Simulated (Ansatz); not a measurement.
The crystal is C4S5O (Pc).

The structure is monoclinic, space group Pc (No. 7). The conventional cell has a = 3.964 Å, b = 11.021 Å, c = 8.832 Å, α = 90.00°, β = 104.76°, γ = 90.00°. C has 3 S at 1.65 to 1.74 Å nearest. Nearest to C lie 1 C at 1.37 Å and 2 S at 1.73 Å. Nearest to C lie 1 O at 1.21 Å and 2 S at 1.80 Å. Nearest to S lie 1 C at 1.65 Å. Nearest to S lie 2 C at 1.73 to 1.74 Å. Farther neighbours and most contacts between anions are not listed.

```xyz
20
Lattice="3.9638 0.0000 0.0000 0.0000 11.0211 0.0000 -2.2504 0.0000 8.5408" Properties=species:S:1:pos:R:3 pbc="T T T"
C     3.1268    1.9802    3.1082
C     2.0016    9.0409    7.3786
C     0.2715    2.2230    5.4430
C     1.3967    8.7981    1.1726
C     1.2143    3.7581    7.3278
C     2.3395    7.2630    3.0574
C     0.1495    3.4974    4.9639
C     1.2746    7.5237    0.6935
S     2.3849    1.4220    1.7434
S     1.2598    9.5991    6.0138
S    -0.3056    0.9515    4.4135
S     0.8196   10.0696    0.1431
S     0.9295    2.0047    7.0327
S     2.0546    9.0164    2.7623
S    -0.5135    3.6729    3.3714
S    -1.6386    7.3482    7.6418
S     0.6791    4.8047    5.9654
S     1.8043    6.2164    1.6950
O    -2.2369    4.1909    8.3354
O    -1.1118    6.8302    4.0650
```

Geometry: measured cell, ions relaxed with PBE. The runs that relaxed it are not among those shown.

Gaps computed with Ansatz 0.2.0 without a self-energy: LDA 1.49 eV, PBE 1.58 eV, r2SCAN 1.76 eV and PBE0 3.07 eV. The mean ε∞ by PBE perturbation theory is 4.16.

Q: Estimate the G0W0@PBE gap with 4×2×2 mesh, 977 empty bands, screening to 110 eV, PAW set soft_1 files.

About 2.99 eV: on its mesh the run moves the gap from 1.58 eV by +1.41 eV. Among the scalar-relativistic levels given, PBE0 is nearest (+0.08 eV). One-shot corrections scale roughly with one over ε∞, here 0.24. Bands and cutoff are finite, so the gap is not at the basis limit. The miss can reach some tenths of an eV and take either sign; the mesh is an error of its own. The 4×2×2 mesh is coarse for this cell (its supercell is 16 Å along the shortest edge). The RPA ε∞ on it, from the PBE start, is 2.53, 4.09 and 5.15; such meshes misread the long-range screening, most where the gap is narrow.

[Paths, hosts, dates, memory and timing lines, banners, echoed tables and standing remarks are left out of the program output.]

[Logs are printed without paths, hosts, clocks, repeated set-up lines and the standing remarks that a program may print on its own settings, such as how far it seeks lower states.]

[Runs of the session that timed out or met a known fault of the program may be left out.]

[Cells called generated may have been cut or substituted from an entry of the Crystallography Open Database or the Materials Project.]

[Hosts, paths, dates, database ids (printed as entryN), source tags and the programs' standing remarks are cut or masked in the printed files.]
